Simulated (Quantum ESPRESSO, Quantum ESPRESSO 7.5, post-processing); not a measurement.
# Sr(111), 5 layers: cutoff convergence

Aim: how far one choice must go before the vacuum level and the energy of Sr(111), 5 layers stand still, and what it costs.

Main program and level: Quantum ESPRESSO 7.5; plane-wave DFT, PBE, GBRV ultrasoft pseudopotentials.

Report form: the programs' logs are mostly left out.

**1. Starting point**

The cell holds 5 atoms: 5 Sr. Its edges and angles: a = 4.299 Å, b = 4.299 Å, c = 30.041 Å, α = 90.0°, β = 90.0°, γ = 60.0°. It derives from Sr. Vacuum lies along c.

**2. Self-consistent run: ecutwfc 60 Ry, ecutrho 300 Ry**

The first run is the reference of the series.

c0.in

```
&control
  prefix = 'c0'
  outdir = './out'
  pseudo_dir = './pseudo'
  calculation = 'scf'
  tprnfor = .true.
/
&system
  ibrav = 0
  nat = 5
  ntyp = 1
  ecutwfc = 60
  ecutrho = 300
  occupations = 'smearing'
  smearing = 'mv'
  degauss = 0.02
  assume_isolated = 'esm'
  esm_bc = 'bc1'
/
&electrons
  conv_thr = 1e-07
  mixing_beta = 0.4
  electron_maxstep = 120
  mixing_mode = 'local-TF'
/
ATOMIC_SPECIES
  Sr  87.6200  sr_pbe_v1.uspp.F.UPF
CELL_PARAMETERS angstrom
  4.29920922961421 0.00000000000000 0.00000000000000
  2.14960461480710 3.72322440903043 0.00000000000000
  0.00000000000000 0.00000000000000 30.04115854669170
ATOMIC_POSITIONS crystal
  Sr  0.666666666700 0.666666666700 -0.233698685836
  Sr  0.000000000000 0.000000000000 -0.116849342918
  Sr  0.333333333300 0.333333333300 0.000000000000
  Sr  0.666666666700 0.666666666700 0.116849342918
  Sr  0.000000000000 0.000000000000 0.233698685836
K_POINTS automatic
  6 6 1 0 0 0
```

The run is started by

```console
> OMP_NUM_THREADS=1 mpirun -n 4 pw.x -nk 2 -in c0.in > c0.out
```

The job ended after 3.6 min (4 MPI ranks of Intel Xeon Platinum 8488C (Sapphire Rapids), shared host; peak memory 1.5 GiB; 14 min of CPU time).

Read from the output:

```
free energy                                                    : -4771.1920 eV
Fermi energy                                                   : -2.682 eV
vacuum line at the lower end of the cell, over the Fermi level : 2.682 eV
vacuum line at the upper end of the cell, over the Fermi level : 2.682 eV
```

Electrostatic potential energy of an electron; zero at the Fermi level. Table of potential energy, planar mean by z:

z (Å), potential energy, planar mean (eV) and a bar from the least value:
```
      -15        2.7 ##############################
      -14        2.7 ##############################
      -13        2.7 ##############################
      -12        2.7 ##############################
      -11        2.7 ##############################
      -10        2.5 ##############################
       -9        1.9 #############################
       -8       -1.4 #######################
       -7      -14.8 
       -6       -0.6 ########################
       -5        1.4 ############################
       -4       -7.7 ############
       -3       -7.3 #############
       -2        1.4 ############################
       -1       -0.7 ########################
        0      -14.8 
        1       -0.7 ########################
        2        1.4 ############################
        3       -7.3 #############
        4       -7.7 ############
        5        1.4 ############################
        6       -0.6 ########################
        7      -14.8 
        8       -1.4 #######################
        9        1.9 #############################
       10        2.5 ##############################
       11        2.7 ##############################
       12        2.7 ##############################
       13        2.7 ##############################
       14        2.7 ##############################
```

The program's own clock; routines nest. Time by routine:

| routine | wall time (s) | calls |
| --- | --- | --- |
| PWSCF | 215.6 | 1 |
| electrons | 211.4 | 1 |
| c_bands | 132.2 | 40 |
| cegterg | 105.4 | 160 |
| h_psi | 83.13 | 1187 |
| vloc_psi | 71.18 | 1187 |
| fftw | 70.07 | 33760 |
| mix_rho | 34.4 | 40 |
| sum_band | 27.69 | 40 |
| ffts | 15.27 | 4176 |
| newd | 11.03 | 41 |
| calbec | 7.87 | 1363 |
| h_psi:calbec | 6.15 | 1187 |
| v_of_rho | 5.73 | 41 |

The vacuum levels are read from the outermost 0.7 Å of the cell on either side.

The run needed 40 iterations to bring the estimated error under 1e-07 Ry; the largest force on any atom, held or free, is 0.06 eV/Å.

Inside the slab this potential holds the local part of the pseudopotentials, which can be repulsive at the nuclei; only its value in the vacuum has a meaning of its own.

**3. Ground state: ecutwfc 50 Ry, ecutrho 250 Ry**

c1.in, as its differences from the input of step 2:

```diff
@@ -1,3 +1,3 @@
 &control
-  prefix = 'c0'
+  prefix = 'c1'
   outdir = './out'
@@ -11,4 +11,4 @@
   ntyp = 1
-  ecutwfc = 60
-  ecutrho = 300
+  ecutwfc = 50
+  ecutrho = 250
   occupations = 'smearing'
```

The run is started by

```console
> OMP_NUM_THREADS=1 mpirun -n 4 pw.x -nk 2 -in c1.in > c1.out
```

The job ended after 2.3 min (4 MPI ranks; peak memory 1.2 GiB; 9.2 min of CPU time).

Read from the output:

| Item | Value |
| --- | --- |
| free energy | -4771.1921 eV |
| Fermi energy | -2.686 eV |
| vacuum line at the lower end of the cell, over the Fermi level | 2.686 eV |
| vacuum line at the upper end of the cell, over the Fermi level | 2.686 eV |

The program's own clock; routines nest. Time by routine:

| routine | wall time (s) | calls |
| --- | --- | --- |
| PWSCF | 136.9 | 1 |
| electrons | 133.4 | 1 |
| c_bands | 87.47 | 30 |
| cegterg | 68.9 | 120 |
| h_psi | 55.1 | 1033 |
| vloc_psi | 47.61 | 1033 |
| fftw | 46.79 | 25894 |
| mix_rho | 18.05 | 30 |
| sum_band | 17.3 | 30 |
| ffts | 8.06 | 2736 |
| newd | 6.75 | 31 |
| calbec | 4.88 | 1169 |
| h_psi:calbec | 3.86 | 1033 |
| v_of_rho | 3.71 | 31 |

Counted from each run's own zero (the Fermi level), the vacuum level differs from the first run's by +4 meV.

**4. Ground state: ecutwfc 40 Ry, ecutrho 200 Ry**

c2.in, as its differences from the input of step 3:

```diff
@@ -1,3 +1,3 @@
 &control
-  prefix = 'c1'
+  prefix = 'c2'
   outdir = './out'
@@ -11,4 +11,4 @@
   ntyp = 1
-  ecutwfc = 50
-  ecutrho = 250
+  ecutwfc = 40
+  ecutrho = 200
   occupations = 'smearing'
```

The run is started by

```console
> OMP_NUM_THREADS=1 mpirun -n 4 pw.x -nk 2 -in c2.in > c2.out
```

Run time: 82 s. Hardware: 4 MPI ranks; peak memory 0.89 GiB; 5.4 min of CPU time.

This step gave:

* free energy: -4771.1869 eV
* Fermi energy: -2.681 eV
* vacuum line at the lower end of the cell, over the Fermi level: 2.681 eV
* vacuum line at the upper end of the cell, over the Fermi level: 2.681 eV

The program's own clock; routines nest. Time by routine:

| routine | wall time (s) | calls |
| --- | --- | --- |
| PWSCF | 81.01 | 1 |
| electrons | 77.91 | 1 |
| c_bands | 49.31 | 30 |
| cegterg | 39.28 | 120 |
| h_psi | 29.52 | 1059 |
| vloc_psi | 24.32 | 1059 |
| fftw | 23.51 | 25078 |
| mix_rho | 10.73 | 30 |
| sum_band | 9.95 | 30 |
| newd | 4.7 | 31 |
| ffts | 4.7 | 2830 |
| calbec | 3.43 | 1195 |
| v_of_rho | 3.12 | 31 |
| h_psi:calbec | 2.71 | 1059 |

Counted from each run's own zero (the Fermi level), the vacuum level differs from the first run's by -2 meV.

**5. Ground state: ecutwfc 34 Ry, ecutrho 170 Ry**

c3.in, as its differences from the input of step 4:

```diff
@@ -1,3 +1,3 @@
 &control
-  prefix = 'c2'
+  prefix = 'c3'
   outdir = './out'
@@ -11,4 +11,4 @@
   ntyp = 1
-  ecutwfc = 40
-  ecutrho = 200
+  ecutwfc = 34
+  ecutrho = 170
   occupations = 'smearing'
```

The run is started by

```console
> OMP_NUM_THREADS=1 mpirun -n 4 pw.x -nk 2 -in c3.in > c3.out
```

Run time: 62 s. Hardware: 4 MPI ranks; peak memory 0.46 GiB; 4.1 min of CPU time.

Read from the output:

- free energy: -4771.1756 eV
- Fermi energy: -2.686 eV
- vacuum line at the lower end of the cell, over the Fermi level: 2.685 eV
- vacuum line at the upper end of the cell, over the Fermi level: 2.685 eV

The program's own clock; routines nest. Time by routine:

| routine | wall time (s) | calls |
| --- | --- | --- |
| PWSCF | 61.59 | 1 |
| electrons | 59.07 | 1 |
| c_bands | 37.56 | 29 |
| cegterg | 30.65 | 116 |
| h_psi | 23.76 | 854 |
| vloc_psi | 20.02 | 854 |
| fftw | 19.37 | 23822 |
| mix_rho | 8.41 | 29 |
| sum_band | 7.91 | 29 |
| ffts | 3.55 | 2649 |
| newd | 3.45 | 30 |
| calbec | 2.52 | 986 |
| init_run | 2.05 | 1 |
| h_psi:calbec | 1.96 | 854 |

Counted from each run's own zero (the Fermi level), the vacuum level differs from the first run's by +3 meV.

**6. Ground state: ecutwfc 28 Ry, ecutrho 140 Ry**

c4.in, as its differences from the input of step 5:

```diff
@@ -1,3 +1,3 @@
 &control
-  prefix = 'c3'
+  prefix = 'c4'
   outdir = './out'
@@ -11,4 +11,4 @@
   ntyp = 1
-  ecutwfc = 34
-  ecutrho = 170
+  ecutwfc = 28
+  ecutrho = 140
   occupations = 'smearing'
```

The run is started by

```console
> OMP_NUM_THREADS=1 mpirun -n 4 pw.x -nk 2 -in c4.in > c4.out
```

Elapsed: 34 s, on 4 MPI ranks; peak memory 0.6 GiB; 2.2 min of CPU time.

Read from the output:

- free energy: -4771.1586 eV
- Fermi energy: -2.681 eV
- vacuum line at the lower end of the cell, over the Fermi level: 2.681 eV
- vacuum line at the upper end of the cell, over the Fermi level: 2.681 eV

The program's own clock; routines nest. Time by routine:

| routine | wall time (s) | calls |
| --- | --- | --- |
| PWSCF | 32.99 | 1 |
| electrons | 31.06 | 1 |
| c_bands | 20.21 | 23 |
| cegterg | 16.24 | 92 |
| h_psi | 11.99 | 727 |
| fftw | 10.1 | 19482 |
| vloc_psi | 9.79 | 727 |
| sum_band | 4.06 | 23 |
| mix_rho | 3.58 | 23 |
| newd | 1.99 | 24 |
| ffts | 1.77 | 2035 |
| calbec | 1.49 | 835 |
| init_run | 1.48 | 1 |
| v_of_rho | 1.2 | 24 |

Counted from each run's own zero (the Fermi level), the vacuum level differs from the first run's by -2 meV.

**7. SCF with pw.x: ecutwfc 22 Ry, ecutrho 110 Ry**

c5.in, as its differences from the input of step 6:

```diff
@@ -1,3 +1,3 @@
 &control
-  prefix = 'c4'
+  prefix = 'c5'
   outdir = './out'
@@ -11,4 +11,4 @@
   ntyp = 1
-  ecutwfc = 28
-  ecutrho = 140
+  ecutwfc = 22
+  ecutrho = 110
   occupations = 'smearing'
```

The run is started by

```console
> OMP_NUM_THREADS=1 mpirun -n 4 pw.x -nk 2 -in c5.in > c5.out
```

Wall time 29 s (4 MPI ranks); peak memory 0.41 GiB.

Numbers from this step:

- free energy: -4771.1146 eV
- Fermi energy: -2.680 eV
- vacuum line at the lower end of the cell, over the Fermi level: 2.680 eV
- vacuum line at the upper end of the cell, over the Fermi level: 2.680 eV

The program's own clock; routines nest. Time by routine:

| routine | wall time (s) | calls |
| --- | --- | --- |
| PWSCF | 28.23 | 1 |
| electrons | 26.33 | 1 |
| c_bands | 17.22 | 25 |
| cegterg | 13.7 | 100 |
| h_psi | 10.72 | 713 |
| fftw | 9.7 | 19884 |
| vloc_psi | 9.18 | 713 |
| sum_band | 3.73 | 25 |
| mix_rho | 3.2 | 25 |
| ffts | 1.75 | 2369 |
| newd | 1.66 | 26 |
| init_run | 1.42 | 1 |
| calbec | 1.07 | 829 |
| h_psi:calbec | 0.81 | 713 |

Counted from each run's own zero (the Fermi level), the vacuum level differs from the first run's by -3 meV.

**8. SCF with pw.x: ecutwfc 18 Ry, ecutrho 90 Ry**

c6.in, as its differences from the input of step 7:

```diff
@@ -1,3 +1,3 @@
 &control
-  prefix = 'c5'
+  prefix = 'c6'
   outdir = './out'
@@ -11,4 +11,4 @@
   ntyp = 1
-  ecutwfc = 22
-  ecutrho = 110
+  ecutwfc = 18
+  ecutrho = 90
   occupations = 'smearing'
```

The run is started by

```console
> OMP_NUM_THREADS=1 mpirun -n 4 pw.x -nk 2 -in c6.in > c6.out
```

The job ended after 15 s (4 MPI ranks; peak memory 0.41 GiB).

Read from the output:

| Item | Value |
| --- | --- |
| free energy | -4770.5780 eV |
| Fermi energy | -2.731 eV |
| vacuum line at the lower end of the cell, over the Fermi level | 2.731 eV |
| vacuum line at the upper end of the cell, over the Fermi level | 2.731 eV |

The program's own clock; routines nest. Time by routine:

| routine | wall time (s) | calls |
| --- | --- | --- |
| PWSCF | 14.21 | 1 |
| electrons | 12.87 | 1 |
| c_bands | 8.54 | 20 |
| cegterg | 6.91 | 80 |
| h_psi | 5.07 | 567 |
| fftw | 4.3 | 15674 |
| vloc_psi | 4.16 | 567 |
| sum_band | 1.66 | 20 |
| mix_rho | 1.66 | 20 |
| ffts | 1.15 | 1986 |
| init_run | 1.12 | 1 |
| calbec | 0.64 | 663 |
| newd | 0.56 | 21 |
| h_psi:calbec | 0.48 | 567 |

Counted from each run's own zero (the Fermi level), the vacuum level differs from the first run's by +49 meV.

**9. Self-consistent run: ecutwfc 40 Ry, ecutrho 160 Ry**

c7.in, as its differences from the input of step 8:

```diff
@@ -1,3 +1,3 @@
 &control
-  prefix = 'c6'
+  prefix = 'c7'
   outdir = './out'
@@ -11,4 +11,4 @@
   ntyp = 1
-  ecutwfc = 18
-  ecutrho = 90
+  ecutwfc = 40
+  ecutrho = 160
   occupations = 'smearing'
```

The run is started by

```console
> OMP_NUM_THREADS=1 mpirun -n 4 pw.x -nk 2 -in c7.in > c7.out
```

Wall time 79 s (4 MPI ranks); peak memory 0.75 GiB; 5.2 min of CPU time.

Read from the output:

```
free energy                                                    : -4771.1890 eV
Fermi energy                                                   : -2.690 eV
vacuum line at the lower end of the cell, over the Fermi level : 2.690 eV
vacuum line at the upper end of the cell, over the Fermi level : 2.690 eV
```

The program's own clock; routines nest. Time by routine:

| routine | wall time (s) | calls |
| --- | --- | --- |
| PWSCF | 78.23 | 1 |
| electrons | 75.59 | 1 |
| c_bands | 47.52 | 31 |
| cegterg | 39.5 | 124 |
| h_psi | 29.67 | 994 |
| vloc_psi | 24.33 | 994 |
| fftw | 23.16 | 25336 |
| mix_rho | 13.38 | 31 |
| sum_band | 9.2 | 31 |
| ffts | 5.12 | 3049 |
| newd | 3.65 | 32 |
| calbec | 3.54 | 1134 |
| h_psi:calbec | 2.78 | 994 |
| add_vuspsi | 2.34 | 994 |

Counted from each run's own zero (the Fermi level), the vacuum level differs from the first run's by +7 meV.

**10. Ground state: ecutwfc 40 Ry, ecutrho 320 Ry**

c8.in, as its differences from the input of step 9:

```diff
@@ -1,3 +1,3 @@
 &control
-  prefix = 'c7'
+  prefix = 'c8'
   outdir = './out'
@@ -12,3 +12,3 @@
   ecutwfc = 40
-  ecutrho = 160
+  ecutrho = 320
   occupations = 'smearing'
```

The run is started by

```console
> OMP_NUM_THREADS=1 mpirun -n 4 pw.x -nk 2 -in c8.in > c8.out
```

Wall time 86 s (4 MPI ranks); peak memory 1.4 GiB.

Numbers from this step:

* free energy: -4771.1879 eV
* Fermi energy: -2.682 eV
* vacuum line at the lower end of the cell, over the Fermi level: 2.682 eV
* vacuum line at the upper end of the cell, over the Fermi level: 2.682 eV

The program's own clock; routines nest. Time by routine:

| routine | wall time (s) | calls |
| --- | --- | --- |
| PWSCF | 85.27 | 1 |
| electrons | 81.76 | 1 |
| c_bands | 43.81 | 26 |
| cegterg | 36.21 | 104 |
| h_psi | 27.02 | 929 |
| vloc_psi | 22.17 | 929 |
| fftw | 21.12 | 22202 |
| sum_band | 14.19 | 26 |
| mix_rho | 10.43 | 26 |
| newd | 8.35 | 27 |
| v_of_rho | 5 | 27 |
| ffts | 4.46 | 2422 |
| calbec | 3.22 | 1049 |
| init_run | 2.62 | 1 |

Counted from each run's own zero (the Fermi level), the vacuum level differs from the first run's by -0 meV.

**11. The series side by side**

All levels:

| level | vacuum level over the Fermi level (eV) | its change from the first (meV) | energy from the first (meV an atom) | SCF iterations | wall time (s) | peak memory (GiB) | CPU time (s) |
| --- | --- | --- | --- | --- | --- | --- | --- |
| ecutwfc 60 Ry, ecutrho 300 Ry | 2.682 | 0 | 0 | 40 | 216.6 | 1.46 | 863.9 |
| ecutwfc 50 Ry, ecutrho 250 Ry | 2.686 | 4.002 | -0.01352 | 30 | 137.6 | 1.19 | 549.4 |
| ecutwfc 40 Ry, ecutrho 200 Ry | 2.681 | -1.805 | 1.025 | 30 | 81.7 | 0.89 | 325.8 |
| ecutwfc 34 Ry, ecutrho 170 Ry | 2.685 | 3.091 | 3.296 | 29 | 62.3 | 0.46 | 248.2 |
| ecutwfc 28 Ry, ecutrho 140 Ry | 2.681 | -1.797 | 6.681 | 23 | 33.7 | 0.6 | 133.8 |
| ecutwfc 22 Ry, ecutrho 110 Ry | 2.68 | -2.798 | 15.49 | 25 | 28.97 | 0.41 | 114.9 |
| ecutwfc 18 Ry, ecutrho 90 Ry | 2.731 | 48.9 | 122.8 | 20 | 14.92 | 0.41 | 58.79 |
| ecutwfc 40 Ry, ecutrho 160 Ry | 2.69 | 7.403 | 0.6133 | 31 | 78.95 | 0.75 | 314.8 |
| ecutwfc 40 Ry, ecutrho 320 Ry | 2.682 | -0.4029 | 0.8215 | 26 | 85.97 | 1.43 | 342.8 |

**12. Results**

```yaml
vacuum_level_over_the_fermi_level_ecutwfc_60_ry_ecutrho_300_ry: 2.682 eV
cheapest_step_of_the_main_series_that_with_all_steps_before_it_keeps_the_vacuum_level_within_20_mev_of_the_first: ecutwfc 22 Ry, ecutrho 110 Ry: -3 meV, 1.9 min of CPU time against 14 min
setting_with_the_largest_shift_of_the_level: ecutwfc 18 Ry, ecutrho 90 Ry: +49 meV
```

What this shows: The cheapest step of the main series that, with all steps before it, keeps the vacuum level within 20 meV of the first is ecutwfc 22 Ry, ecutrho 110 Ry: -3 meV, 1.9 min of CPU time against 14 min. Over the series the energy moves by up to 123 meV an atom and the vacuum level by up to 49 meV. The times come from a shared host and are rough. Peak memory is sampled during the run and can miss the peak. The geometry is as built, not relaxed.

[Logs are printed without paths, hosts, clocks, repeated set-up lines and the standing remarks that a program may print on its own settings, such as how far it seeks lower states.]

[Hosts, paths, dates, database ids (printed as entryN), source tags and the programs' standing remarks are cut or masked in the printed files.]

[Maps of the electrostatic potential energy from Ansatz leave out the sawtooth potential of an applied field or a dipole correction, so their vacuum need not be flat; planar profiles and work functions include it.]
